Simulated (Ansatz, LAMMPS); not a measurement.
# Convergence of a linear-scaling basis for amorphous Hg33S25Se8 (66 atoms), part 2 of 2

Wanted: errors and times of a linear-scaling basis for amorphous Hg33S25Se8 (66 atoms). A setting counts as converged where the r.m.s. difference of forces stays under 1 % of the r.m.s. force.

Ansatz 0.2.0; Kohn-Sham DFT, PBE, PAW (set soft_2, large core), plane waves.

The cell: 33 Hg, 25 S and 8 Se. The quench rate of 100 K/ps is orders of magnitude faster than experiment. The network of bonds at the start is that of the classical potential that made the cell. Sampling is at Γ alone, for a cell whose shortest periodic width is 12 Å. No spin–orbit coupling is included.

So far. Step 13 (Support functions medium, radius 5.98 Å): Forces differ from the reference by 0.084 meV/Å r.m.s., 0.022 % of their size, well within a tolerance of 1 %; the energy by -0.31 meV/atom. It took 9.6 times the reference's time (shared host, so rough).

## 17. The first run in detail

The first run, on the default basis, asked for the full analyses, so its electronic structure is set out here.

Length of the force by element and coordination:

```csv
element,coordination,atoms,mean length of the force (eV/Å),spread,least,most
Hg,all,33,0.573,0.226,0.196,1.08
S,all,25,0.706,0.197,0.381,1.11
Se,all,8,0.654,0.228,0.224,1.02
```

Intrinsic-atomic-orbital charges by element and coordination:

```
element  coordination  atoms  mean charge (e)  spread  least    most
     Hg           all     33            0.897   0.125  0.485    1.08
      S           all     25           -0.892   0.107  -1.12  -0.674
     Se           all      8           -0.913  0.0804  -1.03  -0.751
```

States in the cell by windows of 1 eV, zero at the Fermi level; the larger projections on atomic orbitals stand beside the total:

```
from (eV)  to (eV)  total   Hg d   S p  Hg s  Se p
      -10       -8    0.0    0.0   0.0   0.0   0.0
       -8       -7   87.0   72.7   8.2   2.4   3.3
       -7       -6  235.3  220.5   7.1   2.8   2.6
       -6       -5   26.3   12.4   5.0   5.8   2.1
       -5       -4   34.2    6.5  11.2  10.5   4.0
       -4       -3   25.8    2.8  13.1   4.3   4.2
       -3       -2   44.7    4.3  28.1   1.9   8.2
       -2       -1   45.1    4.1  27.6   2.1   9.1
       -1        0   28.6    1.4  17.8   2.9   4.7
        0        1   25.8    0.7  12.2   7.5   2.9
        1        2   24.2    0.3   7.5   9.8   2.9
        2        3   19.7    0.2   4.9   7.1   1.8
        3        4   18.4    0.1   1.5   1.5   0.4
```

Between -15 and -10 eV lie 66 more states.

The levels nearest the highest filled one (over half full), pooled over k-points and spins:

| level less the highest filled one (eV) | occupation |
| --- | --- |
| -0.36 | 2 |
| -0.227 | 2 |
| -0.042 | 1.78 |
| -0.0345 | 1.69 |
| -0.0231 | 1.51 |
| 0 | 1.02 |
| 0.099 | 0.006 |
| 0.135 | 0 |
| 0.193 | 0 |
| 0.358 | 0 |
| 0.389 | 0 |
| 0.496 | 0 |

ELF in the ac plane at fractional y = 0.781, with atoms of Hg and S and Se within 0.2 Å of it. It is the smooth field of the valence electrons, not physical close to the nuclei.

Ten even steps from '0' (0.00) to '9' (0.85), each cell a mean:
```
0012345542000000011233223321234432
0003578874111000123432332101223321
0003688753222211123300133234543210
0001355433333321123311233589997410
0000001234101332112344324895489720
1111000134100332101122224884279621
1222111233333431110000012689998411
2222236776332211111000001245663101
2222379889841112332210001222210001
1112598338962134334421112222210000
0001489879951242002422454322110000
0000258999731243112336899863100000
1100012444200134443369523996100011
4321000000000012332479300796101233
2443100000000000111379877984002343
0143100001222100000136788741013430
1343100136886410000012232210013442
4432101489999741000011111100002344
3222222697238852111001122210000233
2233433499669842333212467764100011
2342123358998633344224898898410001
2430003323554223444226961389621001
2343224310001123443226995798422211
1233332210000011221113689974233331
```
Columns run along a (12.0 Å), rows up along c (12.0 Å). Atoms in or near the plane, at fractional coordinates: Hg at (0.34, 0.78), Hg at (0.62, 0.88), Hg at (0.13, 0.10), S at (0.23, 0.59), S at (0.31, 0.21), S at (0.72, 0.09), S at (0.82, 0.78), Se at (0.69, 0.44).

Electrostatic potential energy in the ac plane at fractional y = 0.781, with atoms of Hg and S and Se within 0.2 Å of it. With pseudopotentials it is smooth inside the atoms' cores, unlike the true potential.

Ten even steps from '0' (-45 eV) to '9' (11 eV), each cell a mean:
```
9999999999999999999877889999988899
9999999999999999998411269999988999
9999999999989999997100038999999999
9999999998534689997300158986578999
9999999984000279999865789842326999
9999999984000179999999999832326999
9999999997423689999999999975468999
9889999888888999999999999999999999
9999986435899999888999999999999999
9999973232799984224899999999999999
9999985324899961000589999999999999
9999998878999961001688756899999999
9999999999999987546885000389999999
7899999999999999999984000179999988
1379999999999999999997312589999842
0048999999999999999999988999999610
0169999999899999999999999999999730
6789999985446899999999999999999986
9999999962323799999999999999999999
9987678873224899888999998899999999
9851004888778998667899853468999999
9830002799999998656898623337999999
9852014899999999888999732258999999
9987778999999999999999986789988899
```
Columns run along a (12.0 Å; values clipped at the 3rd and 97th percentile), rows up along c (12.0 Å). Atoms in or near the plane, at fractional coordinates: Hg at (0.34, 0.78), Hg at (0.62, 0.88), Hg at (0.13, 0.10), S at (0.23, 0.59), S at (0.31, 0.21), S at (0.72, 0.09), S at (0.82, 0.78), Se at (0.69, 0.44).

Mean intrinsic-atomic-orbital charges: Hg +0.90, S -0.89, Se -0.91 e. Within 0.4 eV of the Fermi level the largest share is S p (63 % of the projected weight).

## 18. Structure statistics

Bonds and neighbours are counted at the geometry of the runs.

Density 7.67 g/cm³, 26.41 Å³ an atom.

Pair distribution functions g(r), in bins of 0.2 Å:

| r (Å) | total | Hg-Hg | Hg-S | Hg-Se | S-S | S-Se | Se-Se |
| --- | --- | --- | --- | --- | --- | --- | --- |
| 2.50 | 1.70 | 0.00 | 4.49 | 0.00 | 0.00 | 0.00 | 0.00 |
| 2.70 | 3.00 | 0.00 | 5.00 | 8.31 | 0.00 | 0.95 | 0.00 |
| 2.90 | 0.99 | 0.00 | 0.90 | 3.18 | 1.79 | 0.00 | 0.00 |
| 3.10 | 0.50 | 0.26 | 0.35 | 0.55 | 1.66 | 0.00 | 0.00 |
| 3.30 | 0.56 | 0.81 | 0.24 | 0.25 | 1.04 | 0.31 | 3.92 |
| 3.50 | 0.60 | 1.88 | 0.07 | 0.22 | 0.54 | 0.00 | 0.00 |
| 3.70 | 0.65 | 1.48 | 0.30 | 0.00 | 0.66 | 0.51 | 1.60 |
| 3.90 | 1.21 | 1.83 | 0.77 | 1.02 | 1.14 | 1.59 | 1.41 |
| 4.10 | 1.46 | 1.67 | 1.20 | 0.95 | 1.84 | 2.26 | 0.00 |
| 4.30 | 1.62 | 2.20 | 0.90 | 0.42 | 2.20 | 3.38 | 3.53 |
| 4.50 | 1.23 | 1.27 | 1.08 | 1.19 | 1.08 | 2.04 | 1.03 |
| 4.70 | 1.06 | 0.81 | 0.99 | 1.07 | 1.71 | 1.08 | 0.95 |
| 4.90 | 0.89 | 0.80 | 1.05 | 0.97 | 0.46 | 1.01 | 0.93 |
| 5.10 | 0.80 | 0.79 | 0.90 | 0.80 | 0.51 | 0.94 | 0.00 |
| 5.30 | 0.71 | 0.50 | 0.99 | 0.74 | 0.39 | 0.49 | 1.56 |
| 5.50 | 0.99 | 0.93 | 0.94 | 1.22 | 1.25 | 0.81 | 0.00 |
| 5.70 | 0.82 | 0.94 | 0.93 | 0.57 | 0.61 | 0.74 | 0.69 |
| 5.90 | 0.94 | 0.63 | 1.13 | 1.29 | 0.90 | 0.71 | 0.60 |

Bonds by pair of elements; cutoffs follow the first minimum of g(r), held within bounds set by covalent radii, and pairs that aren't listed don't count as bonded:

```csv
pair A-B,cutoff (Å),bonds,mean length (Å),spread (Å),shortest (Å),B about A,A about B
Hg-S,3.12,89,2.67,0.121,2.51,2.70,3.56
Hg-Se,3.12,34,2.76,0.11,2.61,1.03,4.25
```

The cutoff for Hg-Se falls short of the minimum of g(r), so counts run low and odd coordinations can be artefacts.

How many atoms have how many bonded neighbours:

```
element  mean  2   3   4  5
     Hg  3.73  0  10  22  1
      S  3.56  1  14   5  5
     Se  4.25  0   2   2  4
```

Rings of the network by King's shortest-path rule, up to 12 atoms, one path for each pair of neighbours; H, halogens, alkali and alkaline-earth atoms are left out:

```
ring size (atoms)  rings  per network atom
                4     13             0.197
                6     60             0.909
                8     49             0.742
               10      6             0.091
```

Among the first-shell peaks of g(r) are those at about 2.6 Å (Hg-S), 2.7 Å (Hg-Se) and 3.0 Å (S-S). Rings of 6 atoms are the most common (47 % of those counted); sizes run from 4 to 10.

The surroundings of Hg11, picked at random, nearest first, numbered as they follow in the input and with coordinates relative to it.

| atom | x | y | z | distance (Å) | bonds | intrinsic-atomic-orbital charge (e) | Fx | Fy | Fz (eV/Å) |
| --- | --- | --- | --- | --- | --- | --- | --- | --- | --- |
| Hg11 | 0.00 | 0.00 | 0.00 | 0.00 | 3 | 0.81 | -0.03 | 0.14 | 0.20 |
| S51 | -0.74 | 2.51 | 0.24 | 2.63 | 3 | -0.79 | 0.48 | 0.15 | 0.53 |
| Se64 | 2.36 | 0.25 | -1.22 | 2.67 | 4 | -0.94 | -0.59 | -0.80 | -0.20 |
| S57 | 0.21 | -1.54 | 2.22 | 2.72 | 5 | -0.89 | 0.12 | 0.49 | -0.90 |
| Hg12 | -1.43 | -1.53 | -2.29 | 3.11 | 3 | 0.86 | -0.40 | 0.30 | 0.15 |
| S35 | -3.17 | 0.43 | 0.58 | 3.25 | 3 | -0.85 | 0.59 | 0.36 | 0.39 |
| Hg21 | -1.89 | 0.04 | 2.88 | 3.45 | 4 | 0.96 | -0.78 | -0.03 | -0.72 |
| Hg29 | 1.94 | -2.70 | -1.13 | 3.51 | 4 | 0.88 | 0.35 | -0.36 | 0.51 |
| S55 | -2.74 | -2.58 | -0.37 | 3.78 | 4 | -0.92 | 0.24 | -0.26 | -0.68 |
| Hg22 | 3.38 | 1.59 | 0.78 | 3.82 | 4 | 1.06 | -0.18 | 0.50 | 0.20 |

## 19. What came out

| Quantity | Value |
| --- | --- |
| free energy per atom | -6158.4254 eV/atom |
| pressure | 1.131 GPa |
| r.m.s. force component | 0.3881 eV/Å |
| wall time of the 9 DFT runs | 34 min |

What this shows: Against plane waves at 750 eV, the forces differ by 0.59 meV/Å (0.15 %) with support functions medium, and by 0.084 meV/Å in the closest run (support functions medium, radius 5.98 Å). At 66 atoms the fastest of the runs at a preset level, support functions low, takes 2.9 times the time of plane waves, in 17 SCF cycles against 15. Differences between support functions and plane waves include what basis error the plane-wave run still has. As the radius goes from 4.3 to 5.98 Å, the force difference goes from 0.67 to 0.084 meV/Å, and the time from 2.7 min to 9.5 min.

4 levels are partly filled, by over 2 % (at Γ alone): at this level the cell shows no clear gap. Semilocal functionals can close a small gap.

Caveats: The geometry was minimised with a classical potential and isn't relaxed at this level: its force components are 0.39 eV/Å r.m.s.

[Long decimals in the printed logs are rounded to 6 places.]

[Logs are printed without paths, hosts, clocks, repeated set-up lines and the standing remarks that a program may print on its own settings, such as how far it seeks lower states.]

[Hosts, paths, dates, database ids (printed as entryN), source tags and the programs' standing remarks are cut or masked in the printed files.]
